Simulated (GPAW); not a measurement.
Consider SrLi2SnS4 (I-42m).

```xyz
8
Lattice="-3.3295 3.3295 3.9590 3.3295 -3.3295 3.9590 3.3295 3.3295 -3.9590" Properties=species:S:1:pos:R:3 pbc="T T T"
Sn    0.0000    0.0000    0.0000
Sr    0.0000    0.0000    3.9590
S     1.9538   -1.9538    5.3157
S     1.9538    1.9538    2.6023
S    -1.9538    1.9538    5.3157
S     1.3757    1.3757   -1.3567
Li    0.0000    3.3295    1.9795
Li    3.3295    0.0000    1.9795
```

Absorber: atom 7, with 4 S at 2.47 Å (4-fold, site symmetry -4). Method: GPAW, PBE, full core hole (charged cell), 8-atom cell with 6.2 Å between holes, 5×5×5 k points, dipole transitions, Gaussian full width 0.9 eV up to 4 eV, rising linearly to 3.5 eV at 25 eV.

Question: What does the Li K edge look like?

Main maxima up to 24 eV above the zero (height): 1.1 eV (1.49), 4.1 eV (2.66), 6.6 eV (1.13) and 15.8 eV (0.83). A K edge sees empty p states on the absorber. The total-energy difference plus the lowest empty eigenvalue puts the zero at 59.67 eV. One term is added: -3.34 eV, since the hole is spin-paired here and a spin-polarised one costs that much less in the free atom (computed apart). The photon energy is then 56.33 eV. The tabulated edge of the element is 54.7 eV. The functional and the charged cell's background leave an error of a few eV in such absolute values.

The Li K spectrum (energy from the lowest empty level; intensity scaled to a mean of 1 over the first 20 eV; polarised curves are means over the symmetry-equivalent atoms):

```
E (eV)  isotropic  ε ⊥ c  ε ∥ c
  -2.0       0.00   0.00   0.00
  -1.5       0.00   0.00   0.00
  -1.0       0.00   0.00   0.00
  -0.5       0.03   0.01   0.07
   0.0       0.27   0.07   0.66
   0.5       0.86   0.16   2.28
   1.0       1.46   0.29   3.81
   1.5       1.34   0.72   2.57
   2.0       1.21   1.15   1.31
   2.5       1.33   1.46   1.07
   3.0       1.64   1.84   1.22
   3.5       2.06   2.47   1.24
   4.0       2.62   3.30   1.28
   4.5       2.41   3.10   1.04
   5.0       1.58   1.95   0.83
   5.5       1.08   1.15   0.93
   6.0       1.06   1.03   1.12
   6.5       1.13   1.13   1.11
   7.0       1.09   1.11   1.06
   7.5       0.98   0.93   1.07
   8.0       0.86   0.75   1.09
   8.5       0.81   0.66   1.09
   9.0       0.78   0.66   1.03
   9.5       0.76   0.67   0.93
  10.0       0.74   0.69   0.86
  10.5       0.75   0.73   0.80
  11.0       0.76   0.78   0.73
  11.5       0.76   0.82   0.66
  12.0       0.75   0.82   0.61
  12.5       0.73   0.80   0.59
  13.0       0.72   0.79   0.59
  13.5       0.74   0.80   0.62
  14.0       0.76   0.81   0.67
  14.5       0.78   0.81   0.74
  15.0       0.81   0.80   0.82
  15.5       0.83   0.79   0.89
  16.0       0.83   0.77   0.93
  16.5       0.80   0.74   0.92
  17.0       0.75   0.69   0.86
  17.5       0.68   0.63   0.78
  18.0       0.62   0.58   0.69
  18.5       0.57   0.55   0.60
  19.0       0.53   0.54   0.52
  19.5       0.51   0.53   0.46
  20.0       0.49   0.53   0.42
  20.5       0.47   0.51   0.39
  21.0       0.45   0.50   0.37
  21.5       0.44   0.47   0.37
  22.0       0.42   0.45   0.37
  22.5       0.42   0.43   0.39
  23.0       0.42   0.42   0.41
  23.5       0.42   0.42   0.43
  24.0       0.43   0.42   0.46
  24.5       0.44   0.41   0.48
  25.0       0.44   0.41   0.50
  25.5       0.45   0.41   0.52
  26.0       0.45   0.40   0.53
  26.5       0.45   0.40   0.54
  27.0       0.44   0.39   0.54
  27.5       0.44   0.39   0.54
  28.0       0.44   0.39   0.54
  28.5       0.44   0.40   0.54
  29.0       0.44   0.40   0.53
  29.5       0.44   0.40   0.52
  30.0       0.43   0.40   0.50
```

The holes are only 6.2 Å apart, so the shape is probably not converged with cell size; no larger cell was run here. The mesh is coarse (0.27 Å⁻¹ between points), so small maxima may be mesh ripples. The structure is a published determination, not relaxed.

[Banner, clock and machine lines of the logs are left out without a mark of their own.]

[Logs are printed without paths, hosts, clocks, repeated set-up lines and the standing remarks that a program may print on its own settings, such as how far it seeks lower states.]

[Hosts, paths, dates, database ids (printed as entryN), source tags and the programs' standing remarks are cut or masked in the printed files.]

[Lists of maxima count a maximum above −3 eV only where it reaches 4 % of the highest in the window and stands out from its surroundings by 2 % of it (1.5 % where it reaches 55 %); shoulders and weaker maxima are passed over, and of the rest the first, up to two pre-edge ones and the few strongest are named.]
